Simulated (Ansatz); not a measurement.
# Te on Au(110): change of the work function, part 3 of 5

Aim: the work function of Au(110) at several coverages of Te (longbridge site), and the dipole that each adsorbate carries.

Ansatz 0.2.0; plane-wave DFT, PBE, Ansatz PAW.

So far, work function, upper face (eV): step 2 (the clean slab) 4.99; step 3 (21 atoms, coverage 0.25 ML, cell 2x2) 4.93.

### Step 4. Adsorbate added, k-mesh 4×5×1, coverage 0.5 ML

System of this step: Te/Au(110). The cell holds 22 atoms: 20 Au and 2 Te. Cell: a = 8.160 Å, b = 5.770 Å, c = 25.962 Å, α = 90.0°, β = 90.0°, γ = 90.0°. Vacuum lies along c.

Another coverage, to see how the dipoles act on each other as their distance changes.

File input.yaml:

```yaml
crystal:
  lattice:
    - [8.16, 0.0, 0.0]
    - [0.0, 5.7699913344, 0.0]
    - [0.0, 0.0, 25.9622442327]
  atoms:
    - { symbol: Au, position: [0.0, 0.0, 0.3466572427] }
    - { symbol: Au, position: [0.25, 0.25, 0.4022186118] }
    - { symbol: Au, position: [0.0, 0.0, 0.461507443] }
    - { symbol: Au, position: [0.25, 0.25, 0.5226333043] }
    - { symbol: Au, position: [0.0, 0.0, 0.575203262] }
    - { symbol: Au, position: [0.0, 0.5, 0.3466572427] }
    - { symbol: Au, position: [0.25, 0.75, 0.4022186118] }
    - { symbol: Au, position: [0.0, 0.5, 0.461507443] }
    - { symbol: Au, position: [0.25, 0.75, 0.5226333043] }
    - { symbol: Au, position: [0.0, 0.5, 0.575203262] }
    - { symbol: Au, position: [0.5, 0.0, 0.3466572427] }
    - { symbol: Au, position: [0.75, 0.25, 0.4022186118] }
    - { symbol: Au, position: [0.5, 0.0, 0.461507443] }
    - { symbol: Au, position: [0.75, 0.25, 0.5226333043] }
    - { symbol: Au, position: [0.5, 0.0, 0.575203262] }
    - { symbol: Au, position: [0.5, 0.5, 0.3466572427] }
    - { symbol: Au, position: [0.75, 0.75, 0.4022186118] }
    - { symbol: Au, position: [0.5, 0.5, 0.461507443] }
    - { symbol: Au, position: [0.75, 0.75, 0.5226333043] }
    - { symbol: Au, position: [0.5, 0.5, 0.575203262] }
    - { symbol: Te, position: [0.25, 0.0, 0.6533427573] }
    - { symbol: Te, position: [0.75, 0.5, 0.6533427573] }
kpoints:
  mp_grid: { grid: [4, 5, 1] }
hamiltonian:
  xc: pbe
scf:
  occupations: { method: fermi_dirac, width: 0.1 }
  convergence: { dr2_threshold: 1.0e-08 }
efield:
  axis: 3
  dipole_correction: true
  ramp_position: 0.97
  ramp_width: 0.06
relax:
  f_tol: 0.02
  max_steps: 60
  constraints: [{ sites: [0, 1, 5, 6, 10, 11, 15, 16] }]
output:
  bader: true
  dos: { projected: true, e_range: [-8, 4] }
  write_potential: true
  write_density: true
  volumetric_format: npy
```

The run is started by

```
> ansatz run input.yaml --threads 4 --pin off --max-ram 12288MiB --backend cpu --events-out ev --progress --plain --runs-dir out
```

Numbers of over 12 decimals in the logs are rounded to 6 here.

The log of the run:

```text
[...]
Crystal: 22 atoms, lattice volume = 1222.384 Å³
Basis set: ecut = 420 eV, 23959 PW (Γ), exchange–correlation on 120×80×360 points (8 copies of the dense FFT grid, shifted against one another)
Bands: 248, of which v1, the nominal top of the filled ones, is band 206 counted from 1 (205 counted from 0)
Symmetry: 8 space group operations
[...]
k-points: 9 of 20
[...]
SCF iter   1: F=—  HF=-276941.612542 eV  |F-HF|=—  |Δ(HF+E_count)|=         —  Δρ=2.39e-3  dr2=7.52e-1  ethr=1.77e-3  p=-0.074 e·Å  D=-1.10e-2 V/Å  ΔV_dip=0.28 eV  dr2_dipole=5.70e-3  V_vac-E_F(+/−)=4.90/4.62 eV  ⟨swp⟩=7.0  Hψ=9150  notcnv=0  defer=175
[...]
SCF iter   9: F=-276941.616623 eV  HF=-276941.616623 eV  |F-HF|=7.67e-8  |Δ(HF+E_count)|=   6.47e-8  Δρ=6.99e-7  dr2=6.65e-9  ethr=2.43e-12  p=-0.038 e·Å  D=-5.56e-3 V/Å  ΔV_dip=0.14 eV  dr2_dipole=2.63e-11  V_vac-E_F(+/−)=5.13/4.98 eV  ⟨swp⟩=20.7  Hψ=19214  notcnv=0
SCF 1 converged in 9 iterations: F = -276941.616623 eV  dr2 = 6.65e-9
[...]
relax step   1: F+E_penalty+E_count = -276941.61662329 eV  Δ(F+E_penalty+E_count) = +0.000e0 eV  max|allowed force component| = 1.491e0 eV/Å  Δτ_max = 0.0000 Å  (9 SCF iters, accepted)
[...]
SCF iter  10: F=-276942.325339 eV  HF=-276942.325339 eV  |F-HF|=1.04e-8  |Δ(HF+E_count)|=   5.69e-8  Δρ=3.42e-7  dr2=2.53e-9  ethr=2.43e-12  p=0.009 e·Å  D=1.37e-3 V/Å  ΔV_dip=-0.04 eV  dr2_dipole=3.28e-10  V_vac-E_F(+/−)=4.96/5.00 eV  ⟨swp⟩=15.9  Hψ=15977  notcnv=0
SCF 2 converged in 10 iterations: F = -276942.325339 eV  dr2 = 2.53e-9
relax step   2: F+E_penalty+E_count = -276942.32533910 eV  Δ(F+E_penalty+E_count) = -7.087e-1 eV  max|allowed force component| = 3.086e-1 eV/Å  Δτ_max = 0.1948 Å  (10 SCF iters, accepted)
SCF iter   1: F=—  HF=-276942.352715 eV  |F-HF|=—  |Δ(HF+E_count)|=         —  Δρ=1.70e-3  dr2=1.50e-1  ethr=4.96e-4  p=0.009 e·Å  D=1.37e-3 V/Å  ΔV_dip=-0.04 eV  dr2_dipole=5.67e-2  V_vac-E_F(+/−)=4.93/4.97 eV  ⟨swp⟩=4.0  Hψ=4537  notcnv=0  defer=227
[...]
SCF iter   9: F=-276942.343428 eV  HF=-276942.343428 eV  |F-HF|=1.43e-8  |Δ(HF+E_count)|=   4.73e-8  Δρ=2.74e-7  dr2=9.85e-10  ethr=2.43e-12  p=0.024 e·Å  D=3.55e-3 V/Å  ΔV_dip=-0.09 eV  dr2_dipole=8.87e-12  V_vac-E_F(+/−)=4.90/4.99 eV  ⟨swp⟩=9.8  Hψ=13519  notcnv=0
SCF 3 converged in 9 iterations: F = -276942.343428 eV  dr2 = 9.85e-10
relax step   3: F+E_penalty+E_count = -276942.34342834 eV  Δ(F+E_penalty+E_count) = -1.809e-2 eV  max|allowed force component| = 2.437e-1 eV/Å  Δτ_max = 0.1083 Å  (9 SCF iters, accepted)
[...]
relax step   4: F+E_penalty+E_count = -276942.35765663 eV  Δ(F+E_penalty+E_count) = -1.423e-2 eV  max|allowed force component| = 2.545e-2 eV/Å  Δτ_max = 0.0263 Å  (7 SCF iters, accepted)
SCF iter   1: F=—  HF=-276942.359163 eV  |F-HF|=—  |Δ(HF+E_count)|=         —  Δρ=3.03e-4  dr2=1.19e-3  ethr=8.21e-6  p=0.018 e·Å  D=2.63e-3 V/Å  ΔV_dip=-0.07 eV  dr2_dipole=2.33e-4  V_vac-E_F(+/−)=4.92/4.99 eV  ⟨swp⟩=2.2  Hψ=3849  notcnv=0  defer=226
[...]
SCF iter   7: F=-276942.358201 eV  HF=-276942.358201 eV  |F-HF|=1.83e-8  |Δ(HF+E_count)|=   8.72e-8  Δρ=4.22e-7  dr2=2.88e-9  ethr=2.43e-12  p=0.018 e·Å  D=2.71e-3 V/Å  ΔV_dip=-0.07 eV  dr2_dipole=2.99e-11  V_vac-E_F(+/−)=4.92/4.99 eV  ⟨swp⟩=13.0  Hψ=15692  notcnv=0
SCF 5 converged in 7 iterations: F = -276942.358201 eV  dr2 = 2.88e-9
relax step   5: F+E_penalty+E_count = -276942.35820063 eV  Δ(F+E_penalty+E_count) = -5.440e-4 eV  max|allowed force component| = 5.292e-3 eV/Å  Δτ_max = 0.0108 Å  (7 SCF iters, accepted)
[...]
SCF converged after 7 iterations
Free energy (F): -276942.358201 eV
[...]
Internal energy: -276942.092829 eV  (E = F + TS)
E sigma→0 (E₀):  -276942.225515 eV
Entropy (-TS):   -0.265372 eV (-12.062 meV/atom)
Fermi energy:    2.844899 eV
Dipole field:    D = 0.002707 V/Å  (p = 0.018287 e·Å, saw-weighted, corrected)
Work function:   Φ+ = 4.9168 eV   Φ− = 4.9871 eV
[...]
--- Forces (eV/Å), atoms counted from 1 ---
  atom   1  Au    -0.05720998     0.00000000     0.22282489
  atom   2  Au     0.00000000    -0.03503917    -0.22186757
  atom   3  Au    -0.00529212    -0.00000000    -0.00398069
  atom   4  Au    -0.00000000    -0.00500448     0.00160257
  atom   5  Au    -0.00351911    -0.00000000     0.00126075
  atom   6  Au     0.05720998    -0.00000000     0.22282489
  atom   7  Au    -0.00000000     0.03503917    -0.22186757
  atom   8  Au     0.00529212     0.00000000    -0.00398069
  atom   9  Au     0.00000000     0.00500448     0.00160257
  atom  10  Au     0.00351911     0.00000000     0.00126075
  atom  11  Au     0.05720998    -0.00000000     0.22282489
  atom  12  Au    -0.00000000     0.03503917    -0.22186757
  atom  13  Au     0.00529212     0.00000000    -0.00398069
  atom  14  Au     0.00000000     0.00500448     0.00160257
  atom  15  Au     0.00351911     0.00000000     0.00126075
  atom  16  Au    -0.05720998     0.00000000     0.22282489
  atom  17  Au     0.00000000    -0.03503917    -0.22186757
  atom  18  Au    -0.00529212    -0.00000000    -0.00398069
  atom  19  Au    -0.00000000    -0.00500448     0.00160257
  atom  20  Au    -0.00351911    -0.00000000     0.00126075
  atom  21  Te    -0.00000000    -0.00000000     0.00032454
  atom  22  Te    -0.00000000     0.00000000     0.00032454
  max |Σ_I F_I| component: 8.87e-6 eV/Å
--- Band table (eV; the first three rows and the last of 9) ---
  k-point 0: bands = [... 202 lower, 2.3066, 2.5675, 2.6812, 2.9802, 3.0548, 3.3362, 3.3648, 3.4592, ... 38 higher]
  k-point 1: bands = [... 202 lower, 2.0608, 2.0822, 2.1439, 2.5379, 2.8729, 2.8731, 3.2072, 3.7804, ... 38 higher]
  k-point 2: bands = [... 202 lower, 1.6444, 2.1566, 2.2019, 2.5129, 2.7794, 3.0270, 3.1055, 3.4648, ... 38 higher]
  k-point 8: bands = [... 202 lower, 2.3345, 2.3345, 2.5444, 2.5444, 3.4871, 3.4871, 3.7884, 3.7884, ... 38 higher]
--- Relaxed structure (5 steps of the walk, 5 accepted, 0 SCFs on fresh bases) ---
  F+E_penalty+E_count = -276942.35820063 eV   max|allowed force component| = 5.292e-3 eV/Å
  atoms:
    - { symbol: Au, position: [0.0, 0.0, 0.3466572427] }
    - { symbol: Au, position: [0.25, 0.250000, 0.402219] }
    - { symbol: Au, position: [0.00497593, -3.9063322153241543e-19, 0.462758] }
    - { symbol: Au, position: [0.25, 0.255979, 0.520789] }
    - { symbol: Au, position: [-0.00672448, 5.279030418329168e-19, 0.579843] }
    - { symbol: Au, position: [0.0, 0.500000, 0.3466572427] }
    - { symbol: Au, position: [0.25, 0.750000, 0.402219] }
    - { symbol: Au, position: [-0.00497593, 0.500000, 0.462758] }
    - { symbol: Au, position: [0.25, 0.744021, 0.520789] }
    - { symbol: Au, position: [0.00672448, 0.500000, 0.579843] }
    - { symbol: Au, position: [0.5, 0.0, 0.3466572427] }
    - { symbol: Au, position: [0.750000, 0.250000, 0.402219] }
    - { symbol: Au, position: [0.495024, 3.9063322153241543e-19, 0.462758] }
    - { symbol: Au, position: [0.750000, 0.244021, 0.520789] }
    - { symbol: Au, position: [0.506724, -5.27903041832916e-19, 0.579843] }
    - { symbol: Au, position: [0.5, 0.500000, 0.3466572427] }
    - { symbol: Au, position: [0.750000, 0.750000, 0.402219] }
    - { symbol: Au, position: [0.504976, 0.500000, 0.462758] }
    - { symbol: Au, position: [0.750000, 0.755979, 0.520789] }
    - { symbol: Au, position: [0.493276, 0.500000, 0.579843] }
    - { symbol: Te, position: [0.25, 0, 0.642264] }
    - { symbol: Te, position: [0.750000, 0.500000, 0.642264] }
--- Bader charges: 22 sites ---
  site symbol  charge [e]  shift [e]
     0     Au     -0.0380     0.0000
     1     Au      0.0227     0.0000
     2     Au      0.0165     0.0000
     3     Au      0.0003     0.0000
     4     Au     -0.0695     0.0002
     5     Au     -0.0380     0.0000
     6     Au      0.0227     0.0000
     7     Au      0.0165     0.0000
     8     Au      0.0003     0.0000
     9     Au     -0.0695     0.0002
    10     Au     -0.0380     0.0000
    11     Au      0.0227     0.0000
    12     Au      0.0165     0.0000
    13     Au      0.0003     0.0000
    14     Au     -0.0695     0.0002
    15     Au     -0.0380     0.0000
    16     Au      0.0227     0.0000
    17     Au      0.0165     0.0000
    18     Au      0.0003     0.0000
    19     Au     -0.0695     0.0002
    20     Te      0.1359     0.0003
    21     Te      0.1359     0.0003
  estimated error of the sums over rays = 4.0e-4 e
```

Wall time 9.2 min (4 threads of Arm Neoverse V1, shared host); peak memory 6.6 GiB.

Relaxation path:

| step | energy less that of the first step (eV) | largest force component (eV/Å) |
| --- | --- | --- |
| 1 | 0.0000 | 1.4915 |
| 2 | -0.7087 | 0.3086 |
| 3 | -0.7268 | 0.2437 |
| 4 | -0.7410 | 0.0255 |
| 5 | -0.7416 | 0.0053 |

The run keeps the 8 symmetry operations that it works with, so distortions that break them were not tested.

The atoms that moved most (Å):

| atom | dx | dy | dz | length |
| --- | --- | --- | --- | --- |
| Te22 | 0.000 | 0.000 | -0.288 | 0.288 |
| Te21 | 0.000 | 0.000 | -0.288 | 0.288 |
| Au15 | 0.055 | 0.000 | 0.120 | 0.132 |
| Au20 | -0.055 | 0.000 | 0.120 | 0.132 |
| Au5 | -0.055 | 0.000 | 0.120 | 0.132 |
| Au10 | 0.055 | 0.000 | 0.120 | 0.132 |
| Au19 | 0.000 | 0.034 | -0.048 | 0.059 |
| Au14 | 0.000 | -0.034 | -0.048 | 0.059 |

The relaxed structure:

```cif
data_structure
_symmetry_space_group_name_H-M 'P 1'
_symmetry_Int_Tables_number 1
_cell_length_a 8.1600
_cell_length_b 5.7700
_cell_length_c 25.9622
_cell_angle_alpha 90.000
_cell_angle_beta 90.000
_cell_angle_gamma 90.000
_cell_volume 1222.38
loop_
_atom_site_label
_atom_site_type_symbol
_atom_site_fract_x
_atom_site_fract_y
_atom_site_fract_z
_atom_site_occupancy
Au1 Au 0.00000 0.00000 0.34666 1
Au2 Au 0.25000 0.25000 0.40222 1
Au3 Au 0.00498 0.00000 0.46276 1
Au4 Au 0.25000 0.25598 0.52079 1
Au5 Au 0.99328 0.00000 0.57984 1
Au6 Au 0.00000 0.50000 0.34666 1
Au7 Au 0.25000 0.75000 0.40222 1
Au8 Au 0.99502 0.50000 0.46276 1
Au9 Au 0.25000 0.74402 0.52079 1
Au10 Au 0.00672 0.50000 0.57984 1
Au11 Au 0.50000 0.00000 0.34666 1
Au12 Au 0.75000 0.25000 0.40222 1
Au13 Au 0.49502 0.00000 0.46276 1
Au14 Au 0.75000 0.24402 0.52079 1
Au15 Au 0.50672 0.00000 0.57984 1
Au16 Au 0.50000 0.50000 0.34666 1
Au17 Au 0.75000 0.75000 0.40222 1
Au18 Au 0.50498 0.50000 0.46276 1
Au19 Au 0.75000 0.75598 0.52079 1
Au20 Au 0.49328 0.50000 0.57984 1
Te21 Te 0.25000 0.00000 0.64226 1
Te22 Te 0.75000 0.50000 0.64226 1
```

Numbers from this step:

| Item | Value |
| --- | --- |
| energy at zero smearing | -276942.2255 eV |
| work function, upper face | 4.917 eV |
| work function, lower face | 4.987 eV |
| dipole along the normal | 0.01829 e·Å |
| step between the vacuum levels | -0.07027 eV |

The density of states has structure finer than the step of the table below, so its rows give means over 0.25 eV, whole bins alone (the curve runs from -8 to 1.98 eV). Peaks (eV: height): -4.750: 72.6, -4.390: 72.1, -4.060: 94.8, -3.880: 106, -3.490: 75.2, -3.130: 83.9, -2.140: 74.6.

Table of density of states by energy, zero at the Fermi level; means over each step:

energy (eV), density of states (states/eV a cell) and a bar:
```
    -7.75          3 
    -7.50          2 
    -7.25          2 
    -7.00          4 #
    -6.75         10 ####
    -6.50          7 ##
    -6.25         23 ##########
    -6.00         23 ##########
    -5.75         34 ################
    -5.50         36 #################
    -5.25         35 ################
    -5.00         31 ##############
    -4.75         53 #########################
    -4.50         52 ########################
    -4.25         44 ####################
    -4.00         63 ##############################
    -3.75         45 #####################
    -3.50         51 ########################
    -3.25         46 ######################
    -3.00         59 ############################
    -2.75         50 #######################
    -2.50         44 #####################
    -2.25         56 ###########################
    -2.00         47 ######################
    -1.75         34 ################
    -1.50         15 ######
    -1.25         10 ####
    -1.00          7 ###
    -0.75         10 ####
    -0.50          9 ###
    -0.25         10 ####
     0.00          8 ###
     0.25          6 ##
     0.50          9 ####
     0.75         12 #####
     1.00          2 
     1.25          6 ##
     1.50          9 ###
     1.75          8 ###
```

Projected DOS per atom over height of the atomic layer and energy from the Fermi level. Layers: Au4 Au4 Au4 Au4 Au4 Te2 from below.

Ten even steps from '0' (0.02 states/eV) to '9' (3.88 states/eV), each cell a mean:
```
000001
000000
000001
000001
000003
000005
000002
111112
765321
955651
755661
745571
655561
556571
575561
253551
254530
135420
022200
011100
000000
000000
```
Columns: height of the atomic layer (Å) from 9 to 16.7 (not evenly spaced); rows upwards: energy from the Fermi level (eV) from -7.96 to 1.95.

The relaxation took 5 steps and lowered the energy by 0.74 eV; the largest force on the free atoms ends at 0.0053 eV/Å.

The covered face has 4.92 eV, -0.08 eV against the clean one; the bare back face has moved by -0.02 eV, a measure of how thin the slab is.

### Step 5. Adsorbate added, k-mesh 7×10×1, coverage 1 ML

System of this step: Te/Au(110). The cell holds 6 atoms: 5 Au and 1 Te. Cell: a = 4.080 Å, b = 2.885 Å, c = 25.962 Å, α = 90.0°, β = 90.0°, γ = 90.0°. Vacuum lies along c.

Another coverage, to see how the dipoles act on each other as their distance changes.

input.yaml, the sections that differ from step 4:

```yaml
crystal:
  lattice:
    - [4.08, 0.0, 0.0]
    - [0.0, 2.8849956672, 0.0]
    - [0.0, 0.0, 25.9622442327]
  atoms:
    - { symbol: Au, position: [0.0, 0.0, 0.3466572427] }
    - { symbol: Au, position: [0.5, 0.5, 0.4022186118] }
    - { symbol: Au, position: [0.0, 0.0, 0.461507443] }
    - { symbol: Au, position: [0.5, 0.5, 0.5226333043] }
    - { symbol: Au, position: [0.0, 0.0, 0.575203262] }
    - { symbol: Te, position: [0.5, 0.0, 0.6533427573] }
kpoints:
  mp_grid: { grid: [7, 10, 1] }
relax:
  f_tol: 0.02
  max_steps: 60
  constraints: [{ sites: [0, 1] }]
output:
  bader: true
  write_potential: true
  write_density: true
  volumetric_format: npy
# hamiltonian, scf, efield: as in step 4
```

The log of the run:

```text
[...]
Crystal: 6 atoms, lattice volume = 305.596 Å³
Basis set: ecut = 420 eV, 5967 PW (Γ), exchange–correlation on 60×40×360 points (8 copies of the dense FFT grid, shifted against one another)
Bands: 67, of which v1, the nominal top of the filled ones, is band 56 counted from 1 (55 counted from 0)
Symmetry: 4 space group operations
[...]
- { symbol: Au, position: [0, 0, 0.581097] }
    - { symbol: Te, position: [0.5, 0, 0.655330] }
--- Bader charges: 6 sites ---
  site symbol  charge [e]  shift [e]
     0     Au     -0.0369     0.0000
     1     Au      0.0172     0.0000
     2     Au      0.0186     0.0000
     3     Au      0.0006     0.0000
     4     Au     -0.1008     0.0000
     5     Te      0.1013     0.0000
  estimated error of the sums over rays = 4.8e-4 e
[key lines of the parts left out:]
SCF converged after 5 iterations
Free energy (F): -72725.683671 eV
Fermi energy:    3.772188 eV
Dipole field:    D = 0.023504 V/Å  (p = 0.039695 e·Å, saw-weighted, corrected)
Work function:   Φ+ = 4.4505 eV   Φ− = 5.0607 eV
```

It took 64 s on 4 threads; peak memory 0.84 GiB.

Step by step:

| step | energy less that of the first step (eV) | largest force component (eV/Å) |
| --- | --- | --- |
| 1 | 0.0000 | 0.6686 |
| 2 | -0.0463 | 0.4246 |
| 3 | -0.0630 | 0.1916 |
| 4 | -0.0681 | 0.0278 |
| 5 | -0.0682 | 0.0020 |

The run keeps the 4 symmetry operations that it works with, so distortions that break them were not tested.

The atoms that moved most (Å):

| atom | dx | dy | dz | length |
| --- | --- | --- | --- | --- |
| Au5 | 0.000 | 0.000 | 0.153 | 0.153 |
| Au3 | 0.000 | 0.000 | 0.059 | 0.059 |
| Au4 | 0.000 | 0.000 | -0.053 | 0.053 |
| Te6 | 0.000 | 0.000 | 0.052 | 0.052 |

Final coordinates:

```xyz
6
Lattice="4.0800 0.0000 0.0000 0.0000 2.8850 0.0000 0.0000 0.0000 25.9622" Properties=species:S:1:pos:R:3
Au    0.0000    0.0000    9.0000
Au    2.0400    1.4425   10.4425
Au    0.0000    0.0000   12.0413
Au    2.0400    1.4425   13.5156
Au    0.0000    0.0000   15.0866
Te    2.0400    0.0000   17.0138
```

The relaxation took 5 steps and lowered the energy by 0.068 eV; the largest force on the free atoms ends at 0.0020 eV/Å.

The covered face has 4.45 eV, -0.54 eV against the clean one; the bare back face has moved by +0.05 eV, a measure of how thin the slab is.

### Step 6. Work function against coverage

This step: plane-wave DFT, PBE, Ansatz PAW; work function against coverage (Ansatz 0.2.0).

The runs are now put side by side.

Numbers from this step:

```
work function of the clean face     : 4.995 eV
largest change of the work function : -0.5441 eV
```

Table of work function of the covered face by coverage:

| coverage (adsorbates/nm²) | work function of the covered face (eV) |
| --- | --- |
| 0.00 | 4.99 |
| 2.12 | 4.93 |
| 4.25 | 4.92 |
| 8.50 | 4.45 |

The dipole per adsorbate comes from the change of the cell's dipole. Coverage, by row:

| coverage (1/nm²) | coverage (ML) | work function (eV) | change (eV) | dipole per adsorbate, positive end outwards (debye) | mean height of the added atoms over the highest substrate atom (Å) |
| --- | --- | --- | --- | --- | --- |
| 2.124 | 0.25 | 4.926 | -0.06866 | 0.041 | 1.705 |
| 4.248 | 0.5 | 4.917 | -0.07783 | 0.036 | 1.621 |
| 8.496 | 1 | 4.45 | -0.5441 | 0.187 | 1.927 |

(Continued in part 4 of 5.)

[Logs are printed without paths, hosts, clocks, repeated set-up lines and the standing remarks that a program may print on its own settings, such as how far it seeks lower states.]

[Hosts, paths, dates, database ids (printed as entryN), source tags and the programs' standing remarks are cut or masked in the printed files.]

[Maps of the electrostatic potential energy from Ansatz leave out the sawtooth potential of an applied field or a dipole correction, so their vacuum need not be flat; planar profiles and work functions include it.]
